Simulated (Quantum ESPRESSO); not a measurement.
# RbSrCl3 (Pm-3m): modes at Γ and the response to a field, part 3 of 3

Aim: the zone-centre modes of RbSrCl3 (Pm-3m).

Quantum ESPRESSO 7.5; DFT LDA, scalar-relativistic, plane waves, PseudoDojo norm-conserving pseudopotentials.

So far. Step 5 (Linear response at Γ): The acoustic modes at Γ come out as far as 2.5 cm⁻¹ from zero, where they should vanish, a small numerical error; the Born charges miss their sum rule by 0.020 e, which is good. The lowest optical mode is imaginary, 51i cm⁻¹, an instability at this level and on this k mesh. The relaxed cell has a = 5.489 Å (conventional setting).

## 6. Zone-centre analysis (continued)

Unit eigenvectors of the mass-weighted matrix after the sum rule; no LO-TO term. The modes at Γ (shares of kinetic energy by element, %) (negative means imaginary):

| mode | frequency (cm⁻¹) | Rb % | Sr % | Cl % |
| --- | --- | --- | --- | --- |
| 1 | -50.8 | 54 | 0 | 46 |
| 2 | -50.8 | 54 | 0 | 46 |
| 3 | -50.8 | 54 | 0 | 46 |
| 4 | -40.2 | 0 | 0 | 100 |
| 5 | -40.2 | 0 | 0 | 100 |
| 6 | -40.2 | 0 | 0 | 100 |
| 7 | 0.0 | 31 | 31 | 38 |
| 8 | 0.0 | 31 | 31 | 38 |
| 9 | 0.0 | 31 | 31 | 38 |
| 10 | 65.9 | 16 | 44 | 40 |
| 11 | 65.9 | 16 | 44 | 40 |
| 12 | 65.9 | 16 | 44 | 40 |
| 13 | 275.0 | 0 | 24 | 76 |
| 14 | 275.0 | 0 | 24 | 76 |
| 15 | 275.0 | 0 | 24 | 76 |

Displacements in mode 3 (-50.8 cm⁻¹), the largest set to 1:
```
Rb1  0.99  0.12 -0.18
Sr2 -0.09 -0.01  0.02
Cl3 -0.17 -0.12  0.18
Cl4 -1.00 -0.02  0.18
Cl5 -1.00 -0.12  0.03
```

Displacements in mode 15 (275.0 cm⁻¹), the largest set to 1:
```
Rb1  0.00  0.00  0.00
Sr2 -0.36 -0.02  0.00
Cl3  1.00  0.00  0.00
Cl4 -0.05  0.04  0.00
Cl5 -0.05  0.00  0.00
```

Degenerate modes summed, no LO-TO term; imaginary modes left out. Lines of the infrared spectrum (strongest = 100):

| position (cm⁻¹) | lines merged | IR intensity, relative |
| --- | --- | --- |
| 66 | 3 | 9.4 |
| 275 | 3 | 100 |

The rule moves no optical mode by more than 0.2 cm⁻¹.

## 7. Sum rules set otherwise: a sum rule for molecules or wires on a crystal

This rule also removes rotations, which suits wires and not a crystal; it is tried to see the harm.

The input, dynmat.in:

```
&input
   fildyn = 'g.dyn'
   asr = 'one-dim'
   fileig = 'dynmat.eig'
   lperm = .true.
/
```

Launch:

```
$ dynmat.x -in dynmat.in > dynmat.out
```

The program printed:

```text
[banner, memory and clock lines left out]
Program DYNMAT v.7.5

     Reading Dynamical Matrix from file g.dyn
     ...Force constants read
     ...epsilon and Z* read
asr rotation axis in 1D system=    3
     Acoustic Sum Rule: || Z*(ASR) - Z*(orig)|| =    3.768778E-01
     Acoustic Sum Rule: ||dyn(ASR) - dyn(orig)||=    2.168423E-02
     A direction for q was not specified:TO-LO splitting will be absent

     Polarizability (A^3 units)
     multiply by 0.647020 for Clausius-Mossotti correction
        21.544516    0.000000    0.000000
         0.000000   21.544516    0.000000
         0.000000    0.000000   21.544516

     IR activities are in (D/A)^2/amu units

# mode   [cm-1]    [THz]      IR
    1    -52.13   -1.5628    1.4256
    2    -50.87   -1.5251    1.4673
    3    -50.87   -1.5251    1.4673
    4    -40.26   -1.2070    0.0000
    5    -40.26   -1.2070    0.0000
    6     -0.00   -0.0000    0.0000
    7      0.00    0.0000    0.0000
    8      0.00    0.0000    0.0000
    9      0.00    0.0000    0.0000
   10     49.27    1.4769    0.3747
   11     65.85    1.9740    0.3359
   12     65.85    1.9740    0.3359
   13    272.37    8.1656    3.4077
   14    274.99    8.2439    3.5728
   15    274.99    8.2439    3.5728

Electronic dielectric permittivity tensor (relative, adimensional)
         2.636641    0.000000    0.000000
         0.000000    2.636641    0.000000
         0.000000    0.000000    2.636641

 ... with zone-center polar mode contributions
         4.732091   -0.487449   -0.000000
        -0.487449    4.732091    0.000000
        -0.000000    0.000000    4.244642

[end of the log left out, with the tail of the file of modes that dynmat.x writes under the same name]
```

The job ended after 0.68 s (1 thread of Intel Xeon at 2.70GHz, shared host).

The run ended normally, but on settings that are not sound.

The fault: a sum rule for molecules or wires on a crystal; 1 optical mode is projected out to zero frequency, as if it were a rotation.

For a crystal the rule has to be 'simple' or 'crystal'.

Zone-centre frequencies as printed; negative means imaginary. Modes:

| mode | frequency (cm⁻¹) |
| --- | --- |
| 1 | -52.13 |
| 2 | -50.87 |
| 3 | -50.87 |
| 4 | -40.26 |
| 5 | -40.26 |
| 6 | 0 |
| 7 | 0 |
| 8 | 0 |
| 9 | 0 |
| 10 | 49.27 |
| 11 | 65.85 |
| 12 | 65.85 |
| 13 | 272.4 |
| 14 | 275 |
| 15 | 275 |

## 8. The LO-TO splitting (1 0 0)

A longitudinal polar mode sets up a macroscopic field that stiffens it; the term hangs on the direction from which q goes to zero.

The input, dynmat.in:

```
&input
   fildyn = 'g.dyn'
   asr = 'simple'
   fileig = 'dynmat.eig'
   q(1) = 1.0
   q(2) = 0.0
   q(3) = 0.0
/
```

Launch:

```
$ dynmat.x -in dynmat.in > dynmat.out
```

The program printed:

```text
[banner, memory and clock lines left out]
Program DYNMAT v.7.5

     Reading Dynamical Matrix from file g.dyn
     ...Force constants read
     ...epsilon and Z* read

     Polarizability (A^3 units)
     multiply by 0.647020 for Clausius-Mossotti correction
        21.544516    0.000000    0.000000
         0.000000   21.544516    0.000000
         0.000000    0.000000   21.544516

     IR activities are in (D/A)^2/amu units

# mode   [cm-1]    [THz]      IR
    1    -50.81   -1.5234    1.4671
    2    -50.81   -1.5234    1.4671
    3    -40.15   -1.2036    0.0000
    4    -40.15   -1.2036    0.0000
    5    -40.15   -1.2036    0.0000
    6     -0.00   -0.0000    0.0000
    7      0.00    0.0000    0.0000
    8      0.00    0.0000    0.0000
    9     37.56    1.1261    0.3172
   10     65.89    1.9753    0.3363
   11     65.89    1.9753    0.3363
   12     86.03    2.5791    0.8135
   13    275.01    8.2445    3.5726
   14    275.01    8.2445    3.5726
   15    308.00    9.2336    4.2452

[end of the log left out, with the tail of the file of modes that dynmat.x writes under the same name]
```

The job ended after 0.7 s (1 thread).

Numbers from this step:

| Quantity | Value |
| --- | --- |
| highest mode moved by the LO-TO term | 308 cm⁻¹ |

Zone-centre frequencies as printed; negative means imaginary. Modes:

| mode | frequency (cm⁻¹) |
| --- | --- |
| 1 | -50.81 |
| 2 | -50.81 |
| 3 | -40.15 |
| 4 | -40.15 |
| 5 | -40.15 |
| 6 | 0 |
| 7 | 0 |
| 8 | 0 |
| 9 | 37.56 |
| 10 | 65.89 |
| 11 | 65.89 |
| 12 | 86.03 |
| 13 | 275 |
| 14 | 275 |
| 15 | 308 |

The field moves 3 modes; the highest of them now lies at 308 cm⁻¹, where the highest that moved away lay at 275.

## 9. Results

```yaml
space_group_after_relaxation: Pm-3m
volume_per_atom: 33.1 Å³
gap_on_the_k_mesh: 4.45 eV
highest_optical_zone_centre_mode_no_lo_to_term: 275.0 cm⁻¹
lowest_optical_zone_centre_mode: -50.8 cm⁻¹
highest_mode_moved_by_the_lo_to_term: 308 cm⁻¹
mean_high_frequency_dielectric_constant: 2.64
largest_born_charge_in_size_third_of_the_trace: 2.39 e
imaginary_optical_modes_at_the_zone_centre_no_q_mesh_in_this_session: yes
```

In words: At the LDA level the optical modes of RbSrCl3 (Pm-3m) at the zone centre (no LO-TO term) run from 51i to 275 cm⁻¹, so the structure is a saddle point, with 6 modes beyond 10i cm⁻¹ there. Along the directions run, the highest mode that the macroscopic field moves lies at 308 cm⁻¹. Of the 12 optical modes, 9 are infrared active alone and 3 are silent. These are harmonic frequencies at zero temperature: anharmonic shifts and linewidths and thermal expansion are left out. The structure comes from a database and need not be the phase that is stable at ambient conditions.

[Host names and launcher messages were left out of these logs when they were recorded.]

[Logs are printed without paths, hosts, clocks, repeated set-up lines and the standing remarks that a program may print on its own settings, such as how far it seeks lower states.]

[Hosts, paths, dates, database ids (printed as entryN), source tags and the programs' standing remarks are cut or masked in the printed files.]
